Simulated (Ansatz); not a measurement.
# H on Ni(111): change of the work function, part 2 of 4

Aim: the work function of Ni(111) at several coverages of H (fcc site), and the dipole that each adsorbate carries.

Ansatz 0.2.0; plane-wave DFT, PBE, Ansatz PAW.

So far, work function, upper face (eV): step 2 (the clean slab) 5.07.

### Step 3. The covered slab, k-mesh 4×4×1, coverage 0.111 ML

System of this step: Ni36H (H/Ni(111)). The cell holds 37 atoms: 36 Ni and 1 H. Its edges and angles: a = 7.467 Å, b = 7.467 Å, c = 24.758 Å, α = 90.0°, β = 90.0°, γ = 60.0°. Vacuum lies along c.

The clean slab as it ended is repeated in the plane and the adsorbate is set on one face; the cell's size fixes the coverage, and the k-mesh shrinks with it to keep the sampling density about even. Adsorbate and upper layers relax, since the dipole depends on the height.

input.yaml

```yaml
crystal:
  lattice:
    - [7.4670476093, 0.0, 0.0]
    - [3.7335238046, 6.4666529209, 0.0]
    - [0.0, 0.0, 24.7584844451]
  atoms:
    - { symbol: Ni, position: [0.0, 0.0, 0.3635117497], spin: 0.7 }
    - { symbol: Ni, position: [0.1111111111, 0.1111111111, 0.4455956491], spin: 0.72 }
    - { symbol: Ni, position: [0.2222222222, 0.2222222222, 0.5274065665], spin: 0.72 }
    - { symbol: Ni, position: [0.0, 0.0, 0.6083961345], spin: 0.7 }
    - { symbol: Ni, position: [0.0, 0.3333333333, 0.3635117497], spin: 0.7 }
    - { symbol: Ni, position: [0.1111111111, 0.4444444444, 0.4455956491], spin: 0.72 }
    - { symbol: Ni, position: [0.2222222222, 0.5555555556, 0.5274065665], spin: 0.72 }
    - { symbol: Ni, position: [0.0, 0.3333333333, 0.6083961345], spin: 0.7 }
    - { symbol: Ni, position: [0.0, 0.6666666667, 0.3635117497], spin: 0.7 }
    - { symbol: Ni, position: [0.1111111111, 0.7777777778, 0.4455956491], spin: 0.72 }
    - { symbol: Ni, position: [0.2222222222, 0.8888888889, 0.5274065665], spin: 0.72 }
    - { symbol: Ni, position: [0.0, 0.6666666667, 0.6083961345], spin: 0.7 }
    - { symbol: Ni, position: [0.3333333333, 0.0, 0.3635117497], spin: 0.7 }
    - { symbol: Ni, position: [0.4444444444, 0.1111111111, 0.4455956491], spin: 0.72 }
    - { symbol: Ni, position: [0.5555555556, 0.2222222222, 0.5274065665], spin: 0.72 }
    - { symbol: Ni, position: [0.3333333333, 0.0, 0.6083961345], spin: 0.7 }
    - { symbol: Ni, position: [0.3333333333, 0.3333333333, 0.3635117497], spin: 0.7 }
    - { symbol: Ni, position: [0.4444444444, 0.4444444444, 0.4455956491], spin: 0.72 }
    - { symbol: Ni, position: [0.5555555556, 0.5555555556, 0.5274065665], spin: 0.72 }
    - { symbol: Ni, position: [0.3333333333, 0.3333333333, 0.6083961345], spin: 0.7 }
    - { symbol: Ni, position: [0.3333333333, 0.6666666667, 0.3635117497], spin: 0.7 }
    - { symbol: Ni, position: [0.4444444444, 0.7777777778, 0.4455956491], spin: 0.72 }
    - { symbol: Ni, position: [0.5555555556, 0.8888888889, 0.5274065665], spin: 0.72 }
    - { symbol: Ni, position: [0.3333333333, 0.6666666667, 0.6083961345], spin: 0.7 }
    - { symbol: Ni, position: [0.6666666667, 0.0, 0.3635117497], spin: 0.7 }
    - { symbol: Ni, position: [0.7777777778, 0.1111111111, 0.4455956491], spin: 0.72 }
    - { symbol: Ni, position: [0.8888888889, 0.2222222222, 0.5274065665], spin: 0.72 }
    - { symbol: Ni, position: [0.6666666667, 0.0, 0.6083961345], spin: 0.7 }
    - { symbol: Ni, position: [0.6666666667, 0.3333333333, 0.3635117497], spin: 0.7 }
    - { symbol: Ni, position: [0.7777777778, 0.4444444444, 0.4455956491], spin: 0.72 }
    - { symbol: Ni, position: [0.8888888889, 0.5555555556, 0.5274065665], spin: 0.72 }
    - { symbol: Ni, position: [0.6666666667, 0.3333333333, 0.6083961345], spin: 0.7 }
    - { symbol: Ni, position: [0.6666666667, 0.6666666667, 0.3635117497], spin: 0.7 }
    - { symbol: Ni, position: [0.7777777778, 0.7777777778, 0.4455956491], spin: 0.72 }
    - { symbol: Ni, position: [0.8888888889, 0.8888888889, 0.5274065665], spin: 0.72 }
    - { symbol: Ni, position: [0.6666666667, 0.6666666667, 0.6083961345], spin: 0.7 }
    - { symbol: H, position: [0.1111111111, 0.1111111111, 0.6364882503] }
magnetization:
  spin_polarized: true
kpoints:
  mp_grid: { grid: [4, 4, 1] }
hamiltonian:
  xc: pbe
scf:
  occupations: { method: fermi_dirac, width: 0.1 }
  convergence: { dr2_threshold: 1.0e-08 }
efield:
  axis: 3
  dipole_correction: true
  ramp_position: 0.97
  ramp_width: 0.06
relax:
  f_tol: 0.02
  max_steps: 60
  constraints:
    - { sites: [0, 1, 4, 5, 8, 9, 12, 13, 16, 17, 20, 21, 24, 25, 28, 29, 32, 33] }
output:
  write_potential: true
  write_density: true
  volumetric_format: npy
```

Run with:

```sh
$ ansatz run input.yaml --threads 4 --pin off --max-ram 16384MiB --backend cpu --events-out ev --progress --plain --runs-dir out
```

Output:

```text
[...]
Crystal: 37 atoms, lattice volume = 1195.508 Å³
Basis set: ecut = 420 eV, 23423 PW (Γ), exchange–correlation on 100×100×360 points (8 copies of the dense FFT grid, shifted against one another)
Bands: 405, of which v1, the nominal top of the filled ones, is band 325 counted from 1 (324 counted from 0)
Symmetry: 6 space group operations
k-points: 4 of 16 (time reversal used)
[...]
Starting moments: Σ|m| = 25.56 μB on 36 of 37 sites
[...]
SCF iter   1: F=—  HF=-210202.168268 eV  |F-HF|=—  |Δ(HF+E_count)|=         —  Δρ=2.95e-2 (↑1.14e-2 ↓2.95e-2)  dr2=2.45e1  dr2_m=2.35e0  M=26.999 μB ∫|m|=28.445 μB  β_m=1.00  ethr=3.10e-3  p=-0.000 e·Å  D=-7.74e-7 V/Å  ΔV_dip=0.00 eV  dr2_dipole=4.36e-3  V_vac-E_F(+/−)=7.26/7.26 eV  ⟨swp⟩=8.2  Hψ=15292  notcnv=0  defer=310
[...]
SCF iter  19: F=-210235.563858 eV  HF=-210235.563858 eV  |F-HF|=1.46e-10  |Δ(HF+E_count)|=   8.99e-9  Δρ=3.60e-7 (↑1.58e-7 ↓3.60e-7)  dr2=2.74e-9  dr2_m=1.52e-10  M=23.346 μB ∫|m|=26.879 μB  ethr=1.00e-12  p=-0.001 e·Å  D=-9.04e-5 V/Å  ΔV_dip=0.00 eV  dr2_dipole=6.42e-12  V_vac-E_F(+/−)=5.08/5.08 eV  ⟨swp⟩=6.1  Hψ=19478  notcnv=0
SCF 1 converged in 19 iterations: F = -210235.563858 eV  dr2 = 2.74e-9
[...]
relax step   1: F+E_penalty+E_count = -210235.56385809 eV  Δ(F+E_penalty+E_count) = +0.000e0 eV  max|allowed force component| = 1.049e0 eV/Å  Δτ_max = 0.0000 Å  (19 SCF iters, accepted)
[...]
SCF iter  13: F=-210235.646884 eV  HF=-210235.646884 eV  |F-HF|=4.86e-9  |Δ(HF+E_count)|=   1.11e-8  Δρ=6.26e-7 (↑2.26e-7 ↓6.26e-7)  dr2=6.13e-9  dr2_m=7.88e-10  M=23.380 μB ∫|m|=26.919 μB  ethr=1.26e-12  p=-0.002 e·Å  D=-3.38e-4 V/Å  ΔV_dip=0.01 eV  dr2_dipole=6.50e-11  V_vac-E_F(+/−)=5.08/5.08 eV  ⟨swp⟩=6.0  Hψ=20086  notcnv=0
SCF 2 converged in 13 iterations: F = -210235.646884 eV  dr2 = 6.13e-9
relax step   2: F+E_penalty+E_count = -210235.64688364 eV  Δ(F+E_penalty+E_count) = -8.303e-2 eV  max|allowed force component| = 6.425e-1 eV/Å  Δτ_max = 0.0908 Å  (13 SCF iters, accepted)
SCF iter   1: F=—  HF=-210235.700368 eV  |F-HF|=—  |Δ(HF+E_count)|=         —  Δρ=1.17e-3 (↑1.08e-3 ↓1.17e-3)  dr2=3.92e-2  dr2_m=1.05e-3  M=23.415 μB ∫|m|=26.950 μB  β_m=1.00  ethr=9.63e-5  p=-0.002 e·Å  D=-3.38e-4 V/Å  ΔV_dip=0.01 eV  dr2_dipole=1.65e-3  V_vac-E_F(+/−)=5.09/5.08 eV  ⟨swp⟩=4.2  Hψ=7964  notcnv=0  defer=384
[...]
SCF iter  14: F=-210235.694506 eV  HF=-210235.694506 eV  |F-HF|=9.60e-10  |Δ(HF+E_count)|=   3.81e-9  Δρ=3.74e-7 (↑1.02e-7 ↓3.74e-7)  dr2=3.22e-9  dr2_m=3.17e-10  M=23.446 μB ∫|m|=26.994 μB  ethr=1.00e-12  p=-0.005 e·Å  D=-7.90e-4 V/Å  ΔV_dip=0.02 eV  dr2_dipole=5.62e-10  V_vac-E_F(+/−)=5.10/5.08 eV  ⟨swp⟩=6.4  Hψ=19575  notcnv=0
SCF 3 converged in 14 iterations: F = -210235.694506 eV  dr2 = 3.22e-9
relax step   3: F+E_penalty+E_count = -210235.69450625 eV  Δ(F+E_penalty+E_count) = -4.762e-2 eV  max|allowed force component| = 5.603e-2 eV/Å  Δτ_max = 0.1600 Å  (14 SCF iters, accepted)
SCF iter   1: F=—  HF=-210235.695349 eV  |F-HF|=—  |Δ(HF+E_count)|=         —  Δρ=8.98e-5 (↑8.98e-5 ↓8.61e-5)  dr2=2.27e-4  dr2_m=8.07e-6  M=23.445 μB ∫|m|=26.992 μB  β_m=1.00  ethr=4.70e-7  p=-0.005 e·Å  D=-7.90e-4 V/Å  ΔV_dip=0.02 eV  dr2_dipole=1.94e-5  V_vac-E_F(+/−)=5.10/5.08 eV  ⟨swp⟩=3.0  Hψ=6719  notcnv=0  defer=383
[...]
SCF iter  10: F=-210235.694933 eV  HF=-210235.694933 eV  |F-HF|=2.10e-9  |Δ(HF+E_count)|=   6.23e-9  Δρ=6.79e-7 (↑2.12e-7 ↓6.79e-7)  dr2=6.89e-9  dr2_m=7.59e-10  M=23.441 μB ∫|m|=26.988 μB  ethr=1.00e-12  p=-0.005 e·Å  D=-7.59e-4 V/Å  ΔV_dip=0.02 eV  dr2_dipole=3.37e-10  V_vac-E_F(+/−)=5.10/5.08 eV  ⟨swp⟩=5.8  Hψ=20318  notcnv=0
SCF 4 converged in 10 iterations: F = -210235.694933 eV  dr2 = 6.89e-9
relax step   4: F+E_penalty+E_count = -210235.69493254 eV  Δ(F+E_penalty+E_count) = -4.263e-4 eV  max|allowed force component| = 7.940e-3 eV/Å  Δτ_max = 0.0142 Å  (10 SCF iters, accepted)
NSCF: frozen V_eff on 4 k-points
[...]
SCF converged after 10 iterations
Magnetization: 23.4409 μB (336.2204 up, 312.7796 down)
Absolute magnetization: 27.0156 μB (∫|ρ↑−ρ↓|, with the PAW one-centre terms)
[...]
Per-site moments (μB) at R_I (Å): [(0.699340, 1.026719), (0.711251, 1.023602), (0.725545, 1.019634), (0.514589, 0.703701), (0.699340, 1.026719), (0.717554, 1.023534), (0.710871, 1.015864), (0.514589, 0.703701), (0.703026, 1.026719), (0.717554, 1.023534), (0.725545, 1.019634), (0.694541, 1.015095), (0.699340, 1.026719), (0.717554, 1.023534), (0.710871, 1.015864), (0.514589, 0.703701), (0.697596, 1.026719), (0.712800,  [...]
Free energy (F): -210235.694933 eV
[...]
Internal energy: -210233.572738 eV  (E = F + TS)
E sigma→0 (E₀):  -210234.633835 eV
Entropy (-TS):   -2.122195 eV (-57.357 meV/atom)
Fermi energy:    2.603030 eV
Dipole field:    D = -0.000749 V/Å  (p = -0.004948 e·Å, saw-weighted, corrected)
Work function:   Φ+ = 5.0950 eV   Φ− = 5.0765 eV
[...]
--- Forces (eV/Å), atoms counted from 1 ---
  atom   1  Ni     0.00257853     0.00148871     0.14135268
  atom   2  Ni     0.00000000     0.00000000    -0.14452608
  atom   3  Ni    -0.00348031    -0.00200936    -0.00325219
  atom   4  Ni    -0.00664827    -0.00383838     0.00092886
  atom   5  Ni     0.00000000    -0.00297743     0.14135268
  atom   6  Ni    -0.01156940     0.00937750    -0.14275411
  atom   7  Ni    -0.00195338     0.00112778    -0.00193190
  atom   8  Ni    -0.00000000     0.00767676     0.00092886
  atom   9  Ni     0.00197095    -0.00113793     0.15694447
  atom  10  Ni    -0.01390586     0.00533065    -0.14275411
  atom  11  Ni    -0.00000000     0.00401871    -0.00325219
  atom  12  Ni    -0.00012141     0.00007010    -0.00278476
  atom  13  Ni    -0.00257853     0.00148871     0.14135268
  atom  14  Ni     0.00233645    -0.01470815    -0.14275411
  atom  15  Ni     0.00000000    -0.00225557    -0.00193190
  atom  16  Ni     0.00664827    -0.00383838     0.00092886
  atom  17  Ni    -0.00075617    -0.00043657     0.14393635
  atom  18  Ni     0.00000000    -0.00000000    -0.16178779
  atom  19  Ni     0.00195338     0.00112778    -0.00193190
  atom  20  Ni     0.00263053     0.00151874    -0.00131588
  atom  21  Ni    -0.00000000     0.00087315     0.14393635
  atom  22  Ni     0.01390586     0.00533065    -0.14275411
  atom  23  Ni    -0.00682875     0.00394258     0.00794049
  atom  24  Ni     0.00000000    -0.00303747    -0.00131588
  atom  25  Ni    -0.00000000     0.00227586     0.15694447
  atom  26  Ni    -0.00233645    -0.01470815    -0.14275411
  atom  27  Ni     0.00348031    -0.00200936    -0.00325219
  atom  28  Ni     0.00000000    -0.00014020    -0.00278476
  atom  29  Ni     0.00075617    -0.00043657     0.14393635
  atom  30  Ni     0.01156940     0.00937750    -0.14275411
  atom  31  Ni     0.00000000    -0.00788516     0.00794049
  atom  32  Ni    -0.00263053     0.00151874    -0.00131588
  atom  33  Ni    -0.00197095    -0.00113793     0.15694447
  atom  34  Ni     0.00000000     0.00000000    -0.16624039
  atom  35  Ni     0.00682875     0.00394258     0.00794049
  atom  36  Ni     0.00012141     0.00007010    -0.00278476
  atom  37  H      0.00000000    -0.00000000     0.00360091
  max |Σ_I F_I| component: 2.37e-5 eV/Å
--- Band table (eV; the first three rows and the last of 8) ---
  k-point 0 ↑: bands = [... 321 lower, 1.8265, 1.8277, 1.8354, 1.8354, 1.8510, 1.8510, 1.8518, 1.8520, ... 76 higher]
  k-point 1 ↑: bands = [... 321 lower, 1.9162, 1.9265, 1.9336, 1.9678, 1.9683, 1.9827, 1.9861, 1.9890, ... 76 higher]
  k-point 2 ↑: bands = [... 321 lower, 1.9791, 1.9793, 1.9824, 1.9851, 1.9937, 1.9966, 2.0409, 2.0572, ... 76 higher]
  k-point 3 ↓: bands = [... 321 lower, 2.7479, 2.8045, 2.8198, 2.8248, 2.8395, 2.8461, 2.8774, 2.9205, ... 76 higher]
--- Relaxed structure (4 steps of the walk, 4 accepted, 0 SCFs on fresh bases) ---
  F+E_penalty+E_count = -210235.69493254 eV   max|allowed force component| = 7.940e-3 eV/Å
  atoms:
    - { symbol: Ni, position: [1.111111e-11, 1.111111e-11, 0.3635117497] }
    - { symbol: Ni, position: [0.111111, 0.111111, 0.445596] }
    - { symbol: Ni, position: [0.222200, 0.222200, 0.527314] }
    - { symbol: Ni, position: [-0.000709568, -0.000709568, 0.609501] }
    - { symbol: Ni, position: [1.111108e-11, 0.333333, 0.3635117497] }
    - { symbol: Ni, position: [0.111111, 0.444444, 0.445596] }
    - { symbol: Ni, position: [0.222044, 0.555644, 0.527314] }
    - { symbol: Ni, position: [-0.000709568, 0.334752, 0.609501] }
    - { symbol: Ni, position: [-2.222222e-11, 0.666667, 0.3635117497] }
    - { symbol: Ni, position: [0.111111, 0.777778, 0.445596] }
    - { symbol: Ni, position: [0.222200, 0.888932, 0.527314] }
    - { symbol: Ni, position: [-7.754768e-5, 0.666705, 0.608227] }
    - { symbol: Ni, position: [0.333333, 1.111111e-11, 0.3635117497] }
    - { symbol: Ni, position: [0.444444, 0.111111, 0.445596] }
    - { symbol: Ni, position: [0.555644, 0.222044, 0.527314] }
    - { symbol: Ni, position: [0.334752, -0.000709568, 0.609501] }
    - { symbol: Ni, position: [0.333333, 0.333333, 0.3635117497] }
    - { symbol: Ni, position: [0.444444, 0.444444, 0.445596] }
    - { symbol: Ni, position: [0.555644, 0.555644, 0.527314] }
    - { symbol: Ni, position: [0.334157, 0.334157, 0.608229] }
    - { symbol: Ni, position: [0.333333, 0.666667, 0.3635117497] }
    - { symbol: Ni, position: [0.444444, 0.777778, 0.445596] }
    - { symbol: Ni, position: [0.555049, 0.889142, 0.527582] }
    - { symbol: Ni, position: [0.334157, 0.665019, 0.608229] }
    - { symbol: Ni, position: [0.666667, -2.222220e-11, 0.3635117497] }
    - { symbol: Ni, position: [0.777778, 0.111111, 0.445596] }
    - { symbol: Ni, position: [0.888932, 0.222200, 0.527314] }
    - { symbol: Ni, position: [0.666705, -7.754768e-5, 0.608227] }
    - { symbol: Ni, position: [0.666667, 0.333333, 0.3635117497] }
    - { symbol: Ni, position: [0.777778, 0.444444, 0.445596] }
    - { symbol: Ni, position: [0.889142, 0.555049, 0.527582] }
    - { symbol: Ni, position: [0.665019, 0.334157, 0.608229] }
    - { symbol: Ni, position: [0.666667, 0.666667, 0.3635117497] }
    - { symbol: Ni, position: [0.777778, 0.777778, 0.445596] }
    - { symbol: Ni, position: [0.889142, 0.889142, 0.527582] }
    - { symbol: Ni, position: [0.666705, 0.666705, 0.608227] }
    - { symbol: H, position: [0.111111, 0.111111, 0.646047] }
```

The job ended after 22 min (4 threads of Arm Neoverse V1, shared host; peak memory 9.4 GiB).

Relaxation path:

```csv
step,energy less that of the first step (eV),largest force component (eV/Å)
1,0.0000,1.0487
2,-0.0830,0.6425
3,-0.1306,0.0560
4,-0.1311,0.0079
```

Forces are held to the 6 operations that the program found; a distortion that breaks them can't arise in this run.

The atoms that moved most (Å):

```csv
atom,dx,dy,dz,length
H37,0.000,0.000,0.237,0.237
Ni4,-0.008,-0.005,0.027,0.029
Ni16,0.008,-0.005,0.027,0.029
Ni8,0.000,0.009,0.027,0.029
Ni24,0.000,-0.011,-0.004,0.011
Ni32,-0.009,0.005,-0.004,0.011
Ni20,0.009,0.005,-0.004,0.011
Ni35,0.003,0.002,0.004,0.005
```

The relaxed structure:

```xyz
37
Lattice="7.4670 0.0000 0.0000 3.7335 6.4667 0.0000 0.0000 0.0000 24.7585" Properties=species:S:1:pos:R:3
Ni    0.0000    0.0000    9.0000
Ni    1.2445    0.7185   11.0323
Ni    2.4888    1.4369   13.0555
Ni   -0.0079   -0.0046   15.0903
Ni    1.2445    2.1556    9.0000
Ni    2.4890    2.8741   11.0323
Ni    3.7325    3.5932   13.0555
Ni    1.2445    2.1647   15.0903
Ni    2.4890    4.3111    9.0000
Ni    3.7335    5.0296   11.0323
Ni    4.9780    5.7484   13.0555
Ni    2.4886    4.3114   15.0588
Ni    2.4890    0.0000    9.0000
Ni    3.7335    0.7185   11.0323
Ni    4.9780    1.4359   13.0555
Ni    2.4970   -0.0046   15.0903
Ni    3.7335    2.1556    9.0000
Ni    4.9780    2.8741   11.0323
Ni    6.2235    3.5932   13.0555
Ni    3.7428    2.1609   15.0588
Ni    4.9780    4.3111    9.0000
Ni    6.2225    5.0296   11.0323
Ni    7.4642    5.7498   13.0621
Ni    4.9780    4.3004   15.0588
Ni    4.9780    0.0000    9.0000
Ni    6.2225    0.7185   11.0323
Ni    7.4673    1.4369   13.0555
Ni    4.9780   -0.0005   15.0588
Ni    6.2225    2.1556    9.0000
Ni    7.4670    2.8741   11.0323
Ni    8.7116    3.5893   13.0621
Ni    6.2133    2.1609   15.0588
Ni    7.4670    4.3111    9.0000
Ni    8.7116    5.0296   11.0323
Ni    9.9589    5.7498   13.0621
Ni    7.4675    4.3114   15.0588
H     1.2445    0.7185   15.9951
```

This step gave:

```yaml
energy_at_zero_smearing: -210234.6338 eV
total_moment: 23.44 μB
work_function_upper_face: 5.095 eV
dipole_along_the_normal: -0.004948 e·Å
```

Running mean over 2.032 Å of the planar mean; the ramp of the sawtooth is left out. Electron's electrostatic potential energy less the Fermi level against z:

z (Å), electron's electrostatic potential energy less the Fermi level (eV) and a bar from the least value:
```
      3.5        5.1 ##############################
      4.0        5.1 ##############################
      4.5        5.1 ##############################
      5.0        5.1 ##############################
      5.5        5.1 ##############################
      6.0        5.0 ##############################
      6.5        4.9 ##############################
      7.0        4.4 #############################
      7.5        2.2 #########################
      8.0       -3.2 ##############
      8.5       -8.4 ####
      9.0      -10.0 #
      9.5      -10.3 #
     10.0      -10.3 
     10.5      -10.4 
     11.0      -10.4 
     11.5      -10.4 
     12.0      -10.5 
     12.5      -10.5 
     13.0      -10.4 
     13.5      -10.5 
     14.0      -10.6 
     14.5      -10.4 
     15.0      -10.2 #
     15.5       -9.0 ###
     16.0       -4.2 ############
     16.5        1.5 #######################
     17.0        4.2 ############################
     17.5        4.9 ##############################
     18.0        5.0 ##############################
     18.5        5.1 ##############################
     19.0        5.1 ##############################
     19.5        5.1 ##############################
     20.0        5.1 ##############################
     20.5        5.1 ##############################
     21.0        5.1 ##############################
     21.5        5.1 ##############################
```

Site moment by element, in μB:

```csv
element,atoms,mean,spread (r.m.s.),least,largest
Ni,36,0.690,0.054,0.515,0.726
H,1,-0.007,0.000,-0.007,-0.007
```

The atoms farthest from the mean of their element:

```csv
atom,"x, y, z (Å)",site moment (μB)
Ni16,"2.50, 0.00, 15.09",0.515
Ni8,"1.24, 2.16, 15.09",0.515
Ni4,"-0.01, 0.00, 15.09",0.515
Ni11,"4.98, 5.75, 13.06",0.726
Ni3,"2.49, 1.44, 13.06",0.726
Ni27,"7.47, 1.44, 13.06",0.726
Ni6,"2.49, 2.87, 11.03",0.718
Ni22,"6.22, 5.03, 11.03",0.718
```

The relaxation took 4 steps and lowered the energy by 0.13 eV; the largest force on the free atoms ends at 0.0079 eV/Å.

The covered face has 5.10 eV, +0.02 eV against the clean one; the bare back face has moved by -0.01 eV, a measure of how thin the slab is.

(Part 2 of 4 ends here.)

[Long decimals in the printed logs are rounded to 6 places.]

[Logs are printed without paths, hosts, clocks, repeated set-up lines and the standing remarks that a program may print on its own settings, such as how far it seeks lower states.]

[Hosts, paths, dates, database ids (printed as entryN), source tags and the programs' standing remarks are cut or masked in the printed files.]

[Maps of the electrostatic potential energy from Ansatz leave out the sawtooth potential of an applied field or a dipole correction, so their vacuum need not be flat; planar profiles and work functions include it.]
